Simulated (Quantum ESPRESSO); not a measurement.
# Ta(110), 5 layers against a metal electrode: a series in the charge of the slab, part 3 of 4

What law, if any, do the results for Ta(110), 5 layers against a metal electrode follow against the charge of the slab?

Quantum ESPRESSO 7.5; plane-wave DFT, PBE, GBRV ultrasoft pseudopotentials.

So far. Step 2 (Variable-cell relaxation of the reference):  The last row is no step: it is a fresh SCF in the final cell with a new plane-wave basis, -0 meV from the row before. Step 3 (Relaxing the ions of the reference): The relaxation lowers the energy by 11 meV an atom. On the free atoms the largest force ends at 0.001 eV/Å.

## 4. Self-consistent run, 0 ×10¹³ e/cm²

A run under open boundaries on these atoms gives the vacuum levels.

m2.esm.in reads:

```
&control
  prefix = 'm2.esm'
  outdir = './out'
  pseudo_dir = './pseudo'
  calculation = 'scf'
  tprnfor = .true.
/
&system
  ibrav = 0
  nat = 5
  ntyp = 1
  ecutwfc = 40
  ecutrho = 200
  occupations = 'smearing'
  smearing = 'mv'
  degauss = 0.02
  assume_isolated = 'esm'
  esm_bc = 'bc3'
  tot_charge = 0.0
/
&electrons
  conv_thr = 1e-08
  mixing_beta = 0.25
  electron_maxstep = 160
  mixing_mode = 'local-TF'
  mixing_ndim = 12
/
ATOMIC_SPECIES
  Ta  180.9479  ta_pbe_v1.uspp.F.UPF
CELL_PARAMETERS angstrom
  2.34523627565453 -1.65833247400000 0.00000000000000
  2.34523627565453 1.65833247400000 0.00000000000000
  0.00000000000000 0.00000000000000 24.41114879446101
ATOMIC_POSITIONS crystal
  Ta  0.000000000000 0.000000000000 -0.126466524745
  Ta  0.500000000000 0.500000000000 -0.034603274945
  Ta  0.000000000000 0.000000000000 0.061447333455
  Ta  0.500000000000 0.500000000000 0.157497941855
  Ta  0.000000000000 0.000000000000 0.249361191655
K_POINTS automatic
  12 12 1 0 0 0
```

Started as:

```sh
OMP_NUM_THREADS=1 mpirun -n 4 pw.x -nk 4 -in m2.esm.in > m2.esm.out
```

The program printed:

```text
[banner, memory and clock lines left out]
Program PWSCF v.7.5 starts
[citation notice left out]

[...]
Message from routine setup:
[...]
bravais-lattice index     =            0
     lattice parameter (alat)  =       5.4279  a.u.
     unit-cell volume          =    1281.3655 (a.u.)^3
     number of atoms/cell      =            5
     number of atomic types    =            1
     number of electrons       =        65.00
     number of Kohn-Sham states=           40
     kinetic-energy cutoff     =      40.0000  Ry
     charge density cutoff     =     200.0000  Ry
     scf convergence threshold =      1.0E-08
     mixing beta               =       0.2500
     number of iterations used =           12  local-TF  mixing
     Exchange-correlation= SLA  PW   PBE  PBE
                           (   1   4   3   4   0   0   0)

     Effective Screening Medium Method
     Boundary Conditions: Vacuum-Slab-Metal
     total charge in unit cell        =   0.0000
     grid points for fit at edges     =        4

[...]
PseudoPot. # 1 for Ta read from file:
     ./pseudo/ta_pbe_v1.uspp.F.UPF
     Pseudo is Ultrasoft + core correction, Zval = 13.0
     Generated by new atomic code, or converted to UPF format
     Using radial grid of  921 points,  7 beta functions with:
                l(1) =   0
                l(2) =   0
                l(3) =   1
                l(4) =   1
                l(5) =   2
                l(6) =   2
                l(7) =   3
     Q(r) pseudized with  6 coefficients,  rinner =    1.300   1.300   1.300
                                                       1.300   1.300   1.300
                                                       1.300

     atomic species   valence    mass     pseudopotential
     Ta               13.00   180.94790     Ta( 1.00)

      4 Sym. Ops. (no inversion) found

[...]
number of k points=    43  Marzari-Vanderbilt smearing, width (Ry)=  0.0200
[...]
Dense  grid:    61183 G-vectors     FFT dimensions: (  25,  25, 216)

     Smooth grid:    43693 G-vectors     FFT dimensions: (  24,  24, 192)

     Initial potential from superposition of free atoms

     starting charge      64.9944, renormalised to      65.0000

     negative rho (up, down):  4.664E-01 0.000E+00
     Starting wfcs are   65 randomized atomic wfcs

     per-process dynamical memory:    82.2 Mb

     Self-consistent Calculation

     iteration #  1     ecut=    40.00 Ry     beta= 0.25
     Davidson diagonalization with overlap
     ethr =  1.00E-02,  avg # of iterations =  1.3

     negative rho (up, down):  4.694E-01 0.000E+00

     total energy              =    -709.21912033 Ry
     estimated scf accuracy    <       4.64364873 Ry

     iteration #  2     ecut=    40.00 Ry     beta= 0.25
[...]
negative rho (up, down):  4.780E-01 0.000E+00

[...]
total energy              =    -709.10101138 Ry
     estimated scf accuracy    <       2.72297843 Ry

     iteration #  3     ecut=    40.00 Ry     beta= 0.25
[...]
negative rho (up, down):  4.740E-01 0.000E+00

[...]
total energy              =    -709.17244109 Ry
     estimated scf accuracy    <       0.68721738 Ry

     iteration #  4     ecut=    40.00 Ry     beta= 0.25
[...]
negative rho (up, down):  4.831E-01 0.000E+00

[...]
total energy              =    -709.12296321 Ry
     estimated scf accuracy    <       1.57217639 Ry

     iteration #  5     ecut=    40.00 Ry     beta= 0.25
[...]
negative rho (up, down):  4.790E-01 0.000E+00

[...]
total energy              =    -709.17586501 Ry
     estimated scf accuracy    <       0.23404488 Ry

     iteration #  6     ecut=    40.00 Ry     beta= 0.25
[...]
negative rho (up, down):  4.802E-01 0.000E+00

[...]
total energy              =    -709.22746431 Ry
     estimated scf accuracy    <       0.61958722 Ry

[...]
iteration # 44     ecut=    40.00 Ry     beta= 0.25
[...]
negative rho (up, down):  4.857E-01 0.000E+00

[...]
total energy              =    -709.22503968 Ry
     estimated scf accuracy    <       0.00000010 Ry

     iteration # 45     ecut=    40.00 Ry     beta= 0.25
[...]
negative rho (up, down):  4.857E-01 0.000E+00

[...]
total energy              =    -709.22503526 Ry
     estimated scf accuracy    <       0.00000007 Ry

     iteration # 46     ecut=    40.00 Ry     beta= 0.25
[...]
negative rho (up, down):  4.857E-01 0.000E+00

[...]
total energy              =    -709.22504956 Ry
     estimated scf accuracy    <       0.00000003 Ry

     iteration # 47     ecut=    40.00 Ry     beta= 0.25
[...]
negative rho (up, down):  4.857E-01 0.000E+00

[...]
End of self-consistent calculation

          k = 0.0000 0.0000 0.0000 (  5539 PWs)   bands (ev):

   -72.3040 -72.3040 -71.9347 -71.8961 -71.8579 -39.1489 -39.0874 -38.6826
   -38.4665 -38.4627 -38.2791 -38.2425 -38.2424 -38.1631 -38.0209 -37.9924
   -37.9191 -37.9188 -37.9142 -37.8679 -12.3817 -11.5876 -10.3755  -9.4953
    -9.1747  -6.2981  -6.0766  -5.4104  -5.2049  -5.1261  -4.7115  -4.3612
    -4.2886  -4.1950  -3.9128  -3.9051  -3.3480  -3.1561  -1.5554  -1.5069

          k = 0.0510 0.0722 0.0000 (  5531 PWs)   bands (ev):

   -72.3002 -72.3001 -71.9299 -71.8927 -71.8556 -39.1311 -39.0778 -38.6972
   -38.5115 -38.4803 -38.2964 -38.2721 -38.2686 -38.1659 -38.0683 -37.9749
   -37.9643 -37.9444 -37.9294 -37.8917 -12.1580 -11.3745 -10.1672  -9.2712
    -8.9483  -6.2581  -6.0532  -5.4076  -5.3070  -5.2001  -4.7285  -4.5160
    -4.4506  -4.2186  -3.9647  -3.8310  -3.6527  -2.9582  -1.7599  -1.6966

[...]
the Fermi energy is    -4.7650 ev

!    total energy              =    -709.22504797 Ry
     estimated scf accuracy    <          5.0E-10 Ry
     smearing contrib. (-TS)   =       0.00185284 Ry
     internal energy E=F+TS    =    -709.22690081 Ry

     The total energy is F=E-TS. E is the sum of the following terms:
     one-electron contribution =  -63709.33247870 Ry
     hartree contribution      =   31831.04722167 Ry
     xc contribution           =    -211.07991226 Ry
     ewald contribution        =   31380.13826848 Ry

     convergence has been achieved in  47 iterations

     negative rho (up, down):  4.857E-01 0.000E+00

     Forces acting on atoms (cartesian axes, Ry/au):

     atom    1 type  1   force =     0.00000000    0.00000000   -0.00002864
     atom    2 type  1   force =     0.00000000    0.00000000    0.00002057
     atom    3 type  1   force =     0.00000000    0.00000000   -0.00000409
     atom    4 type  1   force =     0.00000000    0.00000000   -0.00003872
     atom    5 type  1   force =     0.00000000    0.00000000   -0.00000516

     Total force =     0.000053     Total SCF correction =     0.000164
     SCF correction compared to forces is large: reduce conv_thr to get better values

[...]
```

Elapsed: 4.5 min, on 4 MPI ranks of Arm Neoverse V1, shared host; peak memory 0.8 GiB; 18 min of CPU time.

This step gave:

| Property | Result |
| --- | --- |
| Fermi energy | -4.765 eV |
| vacuum line at the lower end of the cell, over the Fermi level | 4.765 eV |
| slope of the potential above | 4.53e-4 eV/Å |
| vacuum line at the upper end of the cell, over the Fermi level | 4.765 eV |

The potential energy, planar mean oscillates, so the rows of the table below give means over windows of 2.26 Å about each position, cut where the curve ends. Its maxima inside the range that stand out by 2 % of the span (Å: eV): -1.9: -2.17, 0.3: -1.24, 2.7: -1.27, 5.0: -2.12. Its minima: -3.3: -7.95, -0.8: -7.65, 1.5: -7.54, 3.8: -7.65, 6.3: -7.94.

Electrostatic potential energy of an electron; zero at the Fermi level. Potential energy, planar mean against z; means over each step:

z (Å), potential energy, planar mean (eV) and a bar from the least value:
```
   -11.08       4.77 ##############################
    -8.82       4.76 ##############################
    -6.56       4.70 ##############################
    -4.30      -0.91 ##############
    -2.04      -5.73 
     0.22      -5.19 ##
     2.48      -5.18 ##
     4.74      -5.71 
     7.00      -2.51 #########
     9.26       4.64 ##############################
    11.52       4.76 ##############################
```

Inside the slab this potential holds the local part of the pseudopotentials, which can be repulsive at the nuclei; only its value in the vacuum has a meaning of its own.

## 5. Self-consistent run, 1 ×10¹³ e/cm²

m3.esm.in is the input of step 4 with these lines changed:

```diff
@@ -1,3 +1,3 @@
 &control
-  prefix = 'm2.esm'
+  prefix = 'm3.esm'
   outdir = './out'
@@ -18,3 +18,3 @@
   esm_bc = 'bc3'
-  tot_charge = 0.0
+  tot_charge = 0.00775
 /
@@ -26,2 +26,3 @@
   mixing_ndim = 12
+  startingpot = 'file'
 /
```

Started as:

```sh
cp -r out/m2.esm.save out/m3.esm.save
OMP_NUM_THREADS=1 mpirun -n 4 pw.x -nk 4 -in m3.esm.in > m3.esm.out
```

The program printed:

```text
[banner, memory and clock lines left out]
Program PWSCF v.7.5 starts
[...]
Message from routine setup:
[...]
number of electrons       =        64.99
     number of Kohn-Sham states=           39
     kinetic-energy cutoff     =      40.0000  Ry
     charge density cutoff     =     200.0000  Ry
[...]
number of k points=    43  Marzari-Vanderbilt smearing, width (Ry)=  0.0200
[...]
Dense  grid:    61183 G-vectors     FFT dimensions: (  25,  25, 216)
[...]
The initial density is read from file :
[...]
negative rho (up, down):  4.856E-01 0.000E+00
     Starting wfcs are   65 randomized atomic wfcs
[...]
negative rho (up, down):  4.857E-01 0.000E+00
[...]
estimated scf accuracy    <       3.32173269 Ry
[...]
negative rho (up, down):  4.858E-01 0.000E+00
[...]
estimated scf accuracy    <       0.28902934 Ry
[...]
negative rho (up, down):  4.857E-01 0.000E+00
[...]
estimated scf accuracy    <       0.00665641 Ry
[...]
negative rho (up, down):  4.856E-01 0.000E+00
[...]
estimated scf accuracy    <       0.01451106 Ry
[...]
negative rho (up, down):  4.853E-01 0.000E+00
[...]
estimated scf accuracy    <       0.00291041 Ry
[...]
negative rho (up, down):  4.853E-01 0.000E+00
[...]
estimated scf accuracy    <       0.00281348 Ry
[...]
negative rho (up, down):  4.853E-01 0.000E+00
[...]
estimated scf accuracy    <       0.00234565 Ry
[...]
negative rho (up, down):  4.850E-01 0.000E+00
[...]
estimated scf accuracy    <       0.00201482 Ry
[...]
negative rho (up, down):  4.850E-01 0.000E+00
[...]
estimated scf accuracy    <       0.00198904 Ry
[...]
negative rho (up, down):  4.853E-01 0.000E+00
[...]
estimated scf accuracy    <       0.00176258 Ry
[...]
negative rho (up, down):  4.854E-01 0.000E+00
[...]
estimated scf accuracy    <       0.00005506 Ry
[...]
negative rho (up, down):  4.854E-01 0.000E+00
[...]
estimated scf accuracy    <       0.00055859 Ry
[...]
negative rho (up, down):  4.854E-01 0.000E+00
[...]
estimated scf accuracy    <       0.00029740 Ry
[...]
negative rho (up, down):  4.855E-01 0.000E+00
[...]
estimated scf accuracy    <       0.00005324 Ry
[...]
negative rho (up, down):  4.856E-01 0.000E+00
[...]
estimated scf accuracy    <       0.00008771 Ry
[...]
negative rho (up, down):  4.856E-01 0.000E+00
[...]
estimated scf accuracy    <       0.00000176 Ry
[...]
negative rho (up, down):  4.856E-01 0.000E+00
[...]
estimated scf accuracy    <       0.00002089 Ry
[...]
negative rho (up, down):  4.857E-01 0.000E+00
[...]
estimated scf accuracy    <       0.00003163 Ry
[...]
negative rho (up, down):  4.857E-01 0.000E+00
[...]
estimated scf accuracy    <       0.00000839 Ry
[...]
negative rho (up, down):  4.856E-01 0.000E+00
[...]
estimated scf accuracy    <       0.00000342 Ry
[...]
negative rho (up, down):  4.857E-01 0.000E+00
[...]
estimated scf accuracy    <       0.00000019 Ry
[...]
negative rho (up, down):  4.857E-01 0.000E+00
[...]
estimated scf accuracy    <       0.00000060 Ry
[...]
negative rho (up, down):  4.856E-01 0.000E+00
[...]
estimated scf accuracy    <       0.00000062 Ry
[...]
negative rho (up, down):  4.857E-01 0.000E+00
[...]
estimated scf accuracy    <       0.00000034 Ry
[...]
negative rho (up, down):  4.857E-01 0.000E+00
[...]
estimated scf accuracy    <       0.00000005 Ry
[...]
negative rho (up, down):  4.857E-01 0.000E+00
[...]
estimated scf accuracy    <       0.00000004 Ry
[...]
negative rho (up, down):  4.857E-01 0.000E+00
[...]
the Fermi energy is    -5.4880 ev
!    total energy              =    -709.22202420 Ry
     estimated scf accuracy    <          4.2E-09 Ry
     smearing contrib. (-TS)   =       0.00185193 Ry
     internal energy E=F+TS    =    -709.22387613 Ry
[...]
one-electron contribution =  -63705.87721280 Ry
     hartree contribution      =   31827.59243279 Ry
     xc contribution           =    -211.07736460 Ry
     ewald contribution        =   31380.13826848 Ry
     convergence has been achieved in  27 iterations
     negative rho (up, down):  4.857E-01 0.000E+00
[...]
Total force =     0.000408     Total SCF correction =     0.000380
[...]
```

Elapsed: 3.1 min, on 4 MPI ranks; peak memory 0.8 GiB; 12 min of CPU time.

Numbers from this step:

- Fermi energy: -5.488 eV
- slope of the potential above: 0.1811 eV/Å
- vacuum line at the upper end of the cell, over the Fermi level: 5.488 eV

Inside the slab this potential holds the local part of the pseudopotentials, which can be repulsive at the nuclei; only its value in the vacuum has a meaning of its own.

## 6. Ground state, -1.5 ×10¹³ e/cm²

m1.esm.in is the input of step 5 with these lines changed:

```diff
@@ -1,3 +1,3 @@
 &control
-  prefix = 'm3.esm'
+  prefix = 'm1.esm'
   outdir = './out'
@@ -18,3 +18,3 @@
   esm_bc = 'bc3'
-  tot_charge = 0.00775
+  tot_charge = -0.01162
 /
```

Started as:

```sh
cp -r out/m2.esm.save out/m1.esm.save
OMP_NUM_THREADS=1 mpirun -n 4 pw.x -nk 4 -in m1.esm.in > m1.esm.out
```

The program printed:

```text
[banner, memory and clock lines left out]
Program PWSCF v.7.5 starts
[...]
Message from routine setup:
[...]
number of electrons       =        65.01
     number of Kohn-Sham states=           39
     kinetic-energy cutoff     =      40.0000  Ry
     charge density cutoff     =     200.0000  Ry
[...]
number of k points=    43  Marzari-Vanderbilt smearing, width (Ry)=  0.0200
[...]
Dense  grid:    61183 G-vectors     FFT dimensions: (  25,  25, 216)
[...]
The initial density is read from file :
[...]
negative rho (up, down):  4.858E-01 0.000E+00
     Starting wfcs are   65 randomized atomic wfcs
[...]
negative rho (up, down):  4.863E-01 0.000E+00
[...]
estimated scf accuracy    <       6.09652360 Ry
[...]
negative rho (up, down):  4.874E-01 0.000E+00
[...]
estimated scf accuracy    <       0.88615371 Ry
[...]
negative rho (up, down):  4.878E-01 0.000E+00
[...]
estimated scf accuracy    <       0.06173409 Ry
[...]
negative rho (up, down):  4.889E-01 0.000E+00
[...]
estimated scf accuracy    <       0.01361157 Ry
[...]
negative rho (up, down):  4.887E-01 0.000E+00
[...]
estimated scf accuracy    <       0.00486804 Ry
[...]
negative rho (up, down):  4.883E-01 0.000E+00
[...]
estimated scf accuracy    <       0.00415261 Ry
[...]
negative rho (up, down):  4.879E-01 0.000E+00
[...]
estimated scf accuracy    <       0.00101648 Ry
[...]
negative rho (up, down):  4.876E-01 0.000E+00
[...]
estimated scf accuracy    <       0.00013517 Ry
[...]
negative rho (up, down):  4.873E-01 0.000E+00
[...]
estimated scf accuracy    <       0.00015335 Ry
[...]
negative rho (up, down):  4.865E-01 0.000E+00
[...]
estimated scf accuracy    <       0.00013795 Ry
[...]
negative rho (up, down):  4.865E-01 0.000E+00
[...]
estimated scf accuracy    <       0.00086401 Ry
[...]
negative rho (up, down):  4.861E-01 0.000E+00
[...]
estimated scf accuracy    <       0.00065926 Ry
[...]
negative rho (up, down):  4.859E-01 0.000E+00
[...]
estimated scf accuracy    <       0.00005009 Ry
[...]
negative rho (up, down):  4.860E-01 0.000E+00
[...]
estimated scf accuracy    <       0.00002931 Ry
[...]
negative rho (up, down):  4.857E-01 0.000E+00
[...]
estimated scf accuracy    <       0.00000409 Ry
[...]
negative rho (up, down):  4.857E-01 0.000E+00
[...]
estimated scf accuracy    <       0.00000300 Ry
[...]
negative rho (up, down):  4.857E-01 0.000E+00
[...]
estimated scf accuracy    <       0.00000423 Ry
[...]
negative rho (up, down):  4.857E-01 0.000E+00
[...]
estimated scf accuracy    <       0.00000071 Ry
[...]
negative rho (up, down):  4.857E-01 0.000E+00
[...]
estimated scf accuracy    <       0.00000133 Ry
[...]
negative rho (up, down):  4.857E-01 0.000E+00
[...]
estimated scf accuracy    <       0.00000047 Ry
[...]
negative rho (up, down):  4.857E-01 0.000E+00
[...]
estimated scf accuracy    <       0.00000009 Ry
[...]
negative rho (up, down):  4.857E-01 0.000E+00
[...]
estimated scf accuracy    <       0.00000003 Ry
[...]
negative rho (up, down):  4.857E-01 0.000E+00
[...]
the Fermi energy is    -3.6959 ev
!    total energy              =    -709.22891914 Ry
     estimated scf accuracy    <          6.8E-09 Ry
     smearing contrib. (-TS)   =       0.00184102 Ry
     internal energy E=F+TS    =    -709.23076015 Ry
[...]
one-electron contribution =  -63714.46124162 Ry
     hartree contribution      =   31836.17572893 Ry
     xc contribution           =    -211.08351594 Ry
     ewald contribution        =   31380.13826848 Ry
     convergence has been achieved in  23 iterations
     negative rho (up, down):  4.857E-01 0.000E+00
[...]
Total force =     0.000702     Total SCF correction =     0.000686
[...]
```

It took 2.9 min on 4 MPI ranks; peak memory 0.77 GiB.

Numbers from this step:

| Property | Result |
| --- | --- |
| Fermi energy | -3.696 eV |
| vacuum line at the lower end of the cell, over the Fermi level | 4.774 eV |
| slope of the potential above | -0.2702 eV/Å |
| vacuum line at the upper end of the cell, over the Fermi level | 3.696 eV |

Inside the slab this potential holds the local part of the pseudopotentials, which can be repulsive at the nuclei; only its value in the vacuum has a meaning of its own.

(Part 3 of 4 ends here.)

[Logs are printed without paths, hosts, clocks, repeated set-up lines and the standing remarks that a program may print on its own settings, such as how far it seeks lower states.]

[Hosts, paths, dates, database ids (printed as entryN), source tags and the programs' standing remarks are cut or masked in the printed files.]

[Maps of the electrostatic potential energy from Ansatz leave out the sawtooth potential of an applied field or a dipole correction, so their vacuum need not be flat; planar profiles and work functions include it.]
